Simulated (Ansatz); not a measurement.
# Meshes and cutoff for the phonons of KCl (Sylvite, Fm-3m), part 3 of 4

Wanted: convergence of the phonons of KCl (Sylvite, Fm-3m) against cost.

Ansatz 0.2.0; DFT PBE, scalar-relativistic, plane waves, PAW.

So far. Step 10 (Another k mesh, k-mesh 6×6×6, q mesh 2×2×2): The highest optical mode at the zone centre (no LO-TO term) is 125.4 cm⁻¹, +0.0 cm⁻¹ against the base run. Step 11 (Another k mesh, q mesh 2×2×2): The highest optical mode at the zone centre (no LO-TO term) is 125.4 cm⁻¹, +0.0 cm⁻¹ against the base run. The relaxed cell has a = 6.382 Å (conventional setting).

## (12) Another k mesh, k-mesh 12×12×12, q mesh 2×2×2

The k mesh is changed to 12×12×12 on a small fixed q mesh, to find the coarsest that serves.

Input file input.yaml:

```yaml
crystal:
  lattice:
    - [0.0, 3.1908106043, 3.1908106043]
    - [3.1908106043, 0.0, 3.1908106043]
    - [3.1908106043, 3.1908106043, 0.0]
  atoms:
    - { symbol: K, position: [0.0, 0.0, 0.0] }
    - { symbol: Cl, position: [0.5, 0.5, 0.5] }
kpoints:
  mp_grid: { grid: [12, 12, 12] }
hamiltonian:
  xc: pbe
scf:
  occupations: { method: fixed }
output:
  eigenvalues: true
phonons:
  method: dfpt
  dielectric: true
  rigid_motions: translations
  qmesh: [2, 2, 2]
  temperatures: { t_max: 1000, t_step: 50 }
  qpath:
    path:
      - [[0.0, 0.0, 0.0], [0.5, 0.0, 0.5], [0.625, 0.25, 0.625]]
      - [[0.375, 0.375, 0.75], [0.0, 0.0, 0.0], [0.5, 0.5, 0.5], [0.5, 0.25, 0.75], [0.5, 0.0, 0.5]]
    npoints: 10
```

On the command line:

```sh
$ ansatz run input.yaml --threads 4 --pin off --max-ram 7168MiB --backend cpu --events-out ev --progress --plain --runs-dir out
```

Numbers of over 12 decimals in the logs are rounded to 6 here.

The log of the run:

```text
[...]
Crystal: 2 atoms, lattice volume = 64.973 Å³
Basis set: ecut = 420 eV, 1243 PW (Γ), exchange–correlation on 64×64×64 points (8 copies of the dense FFT grid, shifted against one another)
Bands: 12, of which v1, the nominal top of the filled ones, is band 8 counted from 1 (7 counted from 0)
Symmetry: 48 space group operations
k-points: 163 of 1728 (irreducible under 8 space group operations, time reversal used)
[...]
optical modes at Γ + LO–TO along q̂ = [0.0000, 1.0000, 0.0000]:
      ω (cm⁻¹)  modes    IR ((D/Å)²/amu)
        125.39      2             3.1669
        196.23      1             1.5835
  optical modes at Γ + LO–TO along q̂ = [0.0000, 0.0000, 1.0000]:
      ω (cm⁻¹)  modes    IR ((D/Å)²/amu)
        125.39      2             3.1669
        196.23      1             1.5835
--- Phonons (arbitrary-q DFPT): 3 irreducible q on the 2×2×2 mesh ---
[...]
interpolated dispersion: 63 rows × 6 modes
[...]
[key lines of the parts left out:]
SCF converged after 6 iterations
Free energy (F): -2621.226109 eV
Fermi energy:    0.581124 eV
```

Wall time 41 s (4 threads of Arm Neoverse V1, shared host); peak memory 1.1 GiB; 2.7 min of CPU time.

The highest optical mode at the zone centre (no LO-TO term) is 125.4 cm⁻¹, +0.0 cm⁻¹ against the base run.

## (13) The series together

Times are for 4 threads of Arm Neoverse V1, shared host. The runs compared:

| no. | k-mesh | lowest mode on the q mesh (acoustic modes at Γ apart) (cm⁻¹) | highest frequency on the path or at a solved wavevector (cm⁻¹) | time | memory (GiB) |
| --- | --- | --- | --- | --- | --- |
| 1 | 6×6×6 | 59.56 | 196.2 | 8.4 s | 0.54 |
| 2 | 8×8×8 | 59.56 | 196.2 | 15 s | 0.6 |
| 3 | 12×12×12 | 59.56 | 196.2 | 41 s | 1.1 |

The phonon density of states, 6×6×6 = 8×8×8 = 12×12×12 has structure finer than the step of the table below, so its rows give means over 5 cm⁻¹, whole bins alone (the curve runs from 1 to 195 cm⁻¹). Peaks (cm⁻¹: height): 81.0: 0.0627, 89.0: 0.0783, 101.0: 0.0911, 131.0: 0.140, 135.0: 0.132.

The runs together. Table of phonon density of states, 6×6×6 = 8×8×8 = 12×12×12 by wavenumber; means over each step:

| wavenumber (cm⁻¹) | phonon density of states, 6×6×6 = 8×8×8 = 12×12×12 (1/cm⁻¹/cell) |
| --- | --- |
| 5 | 5.9e-5 |
| 10 | 2.5e-4 |
| 15 | 7.9e-4 |
| 20 | 0.00142 |
| 25 | 0.00243 |
| 30 | 0.00364 |
| 35 | 0.00528 |
| 40 | 0.00744 |
| 45 | 0.0104 |
| 50 | 0.0145 |
| 55 | 0.0212 |
| 60 | 0.0350 |
| 65 | 0.0425 |
| 70 | 0.0458 |
| 75 | 0.0492 |
| 80 | 0.0553 |
| 85 | 0.0543 |
| 90 | 0.0649 |
| 95 | 0.0214 |
| 100 | 0.0648 |
| 105 | 0.0680 |
| 110 | 0.0552 |
| 115 | 0.0638 |
| 120 | 0.0711 |
| 125 | 0.0920 |
| 130 | 0.124 |
| 135 | 0.0932 |
| 140 | 0.0249 |
| 145 | 0.0190 |
| 150 | 0.0163 |
| 155 | 0.0138 |
| 160 | 0.0122 |
| 165 | 0.0107 |
| 170 | 0.00945 |
| 175 | 0.00819 |
| 180 | 0.00693 |
| 185 | 0.00559 |
| 190 | 0.00398 |

The runs together, line C_V. The C_V, 6×6×6 = 8×8×8 = 12×12×12 by temperature:

| temperature (K) | C_V, 6×6×6 = 8×8×8 = 12×12×12 (J/mol-atom/K) |
| --- | --- |
| 0 | 0 |
| 50 | 12.3 |
| 100 | 20.4 |
| 150 | 22.7 |
| 200 | 23.7 |
| 250 | 24.1 |
| 300 | 24.4 |
| 350 | 24.5 |
| 400 | 24.6 |
| 450 | 24.7 |
| 500 | 24.7 |
| 550 | 24.8 |
| 600 | 24.8 |
| 650 | 24.8 |
| 700 | 24.8 |
| 750 | 24.8 |
| 800 | 24.9 |
| 850 | 24.9 |
| 900 | 24.9 |
| 950 | 24.9 |
| 1000 | 24.9 |

## (14) Another cutoff, cutoff 170 eV, q mesh 2×2×2

The cutoff is set to 170 eV on a small fixed q mesh.

Changes to input.yaml since step 12:

```diff
@@ -9,3 +9,3 @@
 kpoints:
-  mp_grid: { grid: [12, 12, 12] }
+  mp_grid: { grid: [8, 8, 8] }
 hamiltonian:
@@ -18,4 +18,2 @@
   method: dfpt
-  dielectric: true
-  rigid_motions: translations
   qmesh: [2, 2, 2]
@@ -27 +25,3 @@
     npoints: 10
+basis:
+  ecutwfc: 170
```

The log of the run:

```text
Warning: basis.ecutwfc = 170 eV is below the records' recommended 420 eV, and the density's cutoff is lower with it unless basis.ecutrho_ratio is high enough to keep the records' density cutoff: compare with a run at a higher cutoff
[...]
Crystal: 2 atoms, lattice volume = 64.973 Å³
Basis set: ecut = 170 eV, 331 PW (Γ), exchange–correlation on 40×40×40 points (8 copies of the dense FFT grid, shifted against one another)
Bands: 12, of which v1, the nominal top of the filled ones, is band 8 counted from 1 (7 counted from 0)
Symmetry: 48 space group operations
k-points: 29 of 512
[...]
SCF iter   1: F=—  HF=-2617.877910 eV  |F-HF|=—  |Δ(HF+E_count)|=         —  Δρ=3.44e-2  dr2=3.18e-1  ethr=1.77e-3  ⟨swp⟩=4.8  Hψ=1800  notcnv=0  defer=46
[...]
SCF iter   8: F=-2617.765013 eV  HF=-2617.765013 eV  |F-HF|=4.55e-13  |Δ(HF+E_count)|=  9.05e-11  Δρ=1.45e-8  dr2=1.30e-13  ethr=1.00e-12  ⟨swp⟩=6.2  Hψ=1746  notcnv=0
SCF 1 converged in 8 iterations: F = -2617.765013 eV  dr2 = 1.30e-13
[...]
k-points: 59 of 512 (irreducible under 8 space group operations, time reversal used)
[...]
SCF iter   3: F=-2617.765013 eV  HF=-2617.765013 eV  |F-HF|=0.00e0  |Δ(HF+E_count)|=  2.27e-12  Δρ=9.95e-8  dr2=4.15e-12  ethr=1.00e-12  ⟨swp⟩=1.0  Hψ=1652  notcnv=0
SCF 2 converged in 3 iterations: F = -2617.765013 eV  dr2 = 4.15e-12
[...]
SCF converged after 8 iterations
Free energy (F): -2617.765013 eV
[...]
Internal energy: -2617.765013 eV  (E = F + TS)
E sigma→0 (E₀):  -2617.765013 eV
Fermi energy:    0.628182 eV
[...]
--- Band table (eV; the first three rows and the last of 29) ---
  k-point 0: bands = [... 4 lower, -10.4028, 0.6282, 0.6282, 0.6282, 5.6433, 9.2750, 9.2750, 9.2750]
  k-point 1: bands = [... 4 lower, -10.3386, 0.4672, 0.5879, 0.5879, 6.0104, 9.1044, 9.4716, 9.4716]
  k-point 2: bands = [... 4 lower, -10.2145, 0.1086, 0.4975, 0.4975, 6.8981, 8.9662, 10.0314, 10.0314]
  k-point 28: bands = [... 4 lower, -10.2555, 0.1934, 0.1934, 0.2058, 8.7406, 8.7406, 9.9906, 10.6462]
[...]
ASR residual: 5.718e-4 → 0.000e0 eV/Å²; symmetrization residual: 3.926e-6 eV/Å²
  ASR residual per site (eV/Å²): 5.72e-4 4.30e-4
  Γ frequencies (cm⁻¹): 0.00 0.00 0.00 156.63 156.63 156.63
  Unit cell's response to a homogeneous field, on a k mesh of 8×8×8: 1 representative field direction (Σ response iterations 8)
  ε∞ (high-frequency dielectric tensor):
        2.277112     0.000000    -0.000000
        0.000000     2.277112    -0.000000
        0.000000    -0.000000     2.277112
  ε⁰ (static dielectric tensor): not given — the deck does not say what the cell's rigid motions are, and on a molecule in a box or a wire the rigid rotations would enter the sum over the modes at Γ. For a crystal or a slab, whose only rigid motions are the translations, set phonons.rigid_motions: translations.
  Born effective charges Z* (e; rows j = field, columns β = displacement):
    site 0:
         1.11853   -0.00000    0.00000
        -0.00000    1.11853   -0.00000
        -0.00000   -0.00000    1.11853
    site 1:
        -1.11853    0.00000    0.00000
         0.00000   -1.11853    0.00000
         0.00000    0.00000   -1.11853
  Z* charge neutrality: 3.208e-5 e pre-enforcement
[...]
optical modes at Γ without the LO–TO term, one row a degenerate level:
      ω (cm⁻¹)  modes    IR ((D/Å)²/amu)
        156.63      3             4.6574
  optical modes at Γ + LO–TO along q̂ = [1.0000, 0.0000, 0.0000]:
      ω (cm⁻¹)  modes    IR ((D/Å)²/amu)
        156.63      2             3.1049
        216.59      1             1.5525
  optical modes at Γ + LO–TO along q̂ = [0.0000, 1.0000, 0.0000]:
      ω (cm⁻¹)  modes    IR ((D/Å)²/amu)
        156.63      2             3.1049
        216.59      1             1.5525
  optical modes at Γ + LO–TO along q̂ = [0.0000, 0.0000, 1.0000]:
      ω (cm⁻¹)  modes    IR ((D/Å)²/amu)
        156.63      2             3.1049
        216.59      1             1.5525
--- Phonons (arbitrary-q DFPT): 3 irreducible q on the 2×2×2 mesh ---
[...]
interpolated dispersion: 63 rows × 6 modes
[...]
```

The job ended after 5.8 s (4 threads; peak memory 0.44 GiB; 20 s of CPU time).

The run finished; it serves as a test, and its numbers are not taken as the result.

## (15) Another cutoff, cutoff 230 eV, q mesh 2×2×2

The cutoff is set to 230 eV on a small fixed q mesh.

Changes to input.yaml since step 14:

```diff
@@ -26,2 +26,2 @@
 basis:
-  ecutwfc: 170
+  ecutwfc: 230
```

The log of the run:

```text
[...]
Crystal: 2 atoms, lattice volume = 64.973 Å³
Basis set: ecut = 230 eV, 531 PW (Γ), exchange–correlation on 48×48×48 points (8 copies of the dense FFT grid, shifted against one another)
Bands: 12, of which v1, the nominal top of the filled ones, is band 8 counted from 1 (7 counted from 0)
Symmetry: 48 space group operations
k-points: 29 of 512
[...]
SCF iter   1: F=—  HF=-2620.812821 eV  |F-HF|=—  |Δ(HF+E_count)|=         —  Δρ=8.58e-3  dr2=1.41e-2  ethr=1.77e-3  ⟨swp⟩=5.1  Hψ=1842  notcnv=0  defer=55
[...]
SCF iter   7: F=-2620.811614 eV  HF=-2620.811614 eV  |F-HF|=1.86e-11  |Δ(HF+E_count)|=  5.76e-10  Δρ=1.12e-7  dr2=3.98e-12  ethr=1.00e-12  ⟨swp⟩=5.1  Hψ=2167  notcnv=0
SCF 1 converged in 7 iterations: F = -2620.811614 eV  dr2 = 3.98e-12
[...]
k-points: 59 of 512 (irreducible under 8 space group operations, time reversal used)
[...]
SCF iter   3: F=-2620.811614 eV  HF=-2620.811614 eV  |F-HF|=3.64e-12  |Δ(HF+E_count)|=  1.36e-11  Δρ=9.31e-8  dr2=9.79e-12  ethr=1.00e-12  ⟨swp⟩=1.0  Hψ=1652  notcnv=0
SCF 2 converged in 3 iterations: F = -2620.811614 eV  dr2 = 9.79e-12
[...]
SCF converged after 7 iterations
Free energy (F): -2620.811614 eV
[...]
Internal energy: -2620.811614 eV  (E = F + TS)
E sigma→0 (E₀):  -2620.811614 eV
Fermi energy:    0.593402 eV
[...]
--- Band table (eV; the first three rows and the last of 29) ---
  k-point 0: bands = [... 4 lower, -10.2268, 0.5934, 0.5934, 0.5934, 5.6441, 8.9790, 8.9790, 8.9790]
  k-point 1: bands = [... 4 lower, -10.1846, 0.4172, 0.5478, 0.5478, 6.0057, 8.8715, 9.1678, 9.1678]
  k-point 2: bands = [... 4 lower, -10.0974, 0.0456, 0.4458, 0.4458, 6.8687, 8.7484, 9.7260, 9.7260]
  k-point 28: bands = [... 4 lower, -10.1400, 0.1455, 0.1488, 0.1488, 8.5925, 8.5925, 9.8755, 10.3537]
[...]
ASR residual: 5.184e-5 → 0.000e0 eV/Å²; symmetrization residual: 8.511e-7 eV/Å²
  ASR residual per site (eV/Å²): 3.88e-5 5.18e-5
  Γ frequencies (cm⁻¹): 0.00 0.00 0.00 120.15 120.15 120.15
[...]
ε∞ (high-frequency dielectric tensor):
        2.276913    -0.000000    -0.000000
        0.000000     2.276913    -0.000000
        0.000000     0.000000     2.276913
[...]
Born effective charges Z* (e; rows j = field, columns β = displacement):
    site 0:
         1.12643    0.00000   -0.00000
        -0.00000    1.12643   -0.00000
        -0.00000   -0.00000    1.12643
    site 1:
        -1.12643   -0.00000    0.00000
         0.00000   -1.12643    0.00000
         0.00000    0.00000   -1.12643
  Z* charge neutrality: 1.293e-5 e pre-enforcement
[...]
optical modes at Γ without the LO–TO term, one row a degenerate level:
      ω (cm⁻¹)  modes    IR ((D/Å)²/amu)
        120.15      3             4.7234
  optical modes at Γ + LO–TO along q̂ = [1.0000, 0.0000, 0.0000]:
      ω (cm⁻¹)  modes    IR ((D/Å)²/amu)
        120.15      2             3.1489
        192.71      1             1.5745
  optical modes at Γ + LO–TO along q̂ = [0.0000, 1.0000, 0.0000]:
      ω (cm⁻¹)  modes    IR ((D/Å)²/amu)
        120.15      2             3.1489
        192.71      1             1.5745
  optical modes at Γ + LO–TO along q̂ = [0.0000, 0.0000, 1.0000]:
      ω (cm⁻¹)  modes    IR ((D/Å)²/amu)
        120.15      2             3.1489
        192.71      1             1.5745
--- Phonons (arbitrary-q DFPT): 3 irreducible q on the 2×2×2 mesh ---
[...]
interpolated dispersion: 63 rows × 6 modes
[...]
```

Run time: 8.1 s. Hardware: 4 threads; peak memory 0.48 GiB.

The run finished; it serves as a test, and its numbers are not taken as the result.

(Continued in part 4 of 4.)

[Logs are printed without paths, hosts, clocks, repeated set-up lines and the standing remarks that a program may print on its own settings, such as how far it seeks lower states.]

[Hosts, paths, dates, database ids (printed as entryN), source tags and the programs' standing remarks are cut or masked in the printed files.]
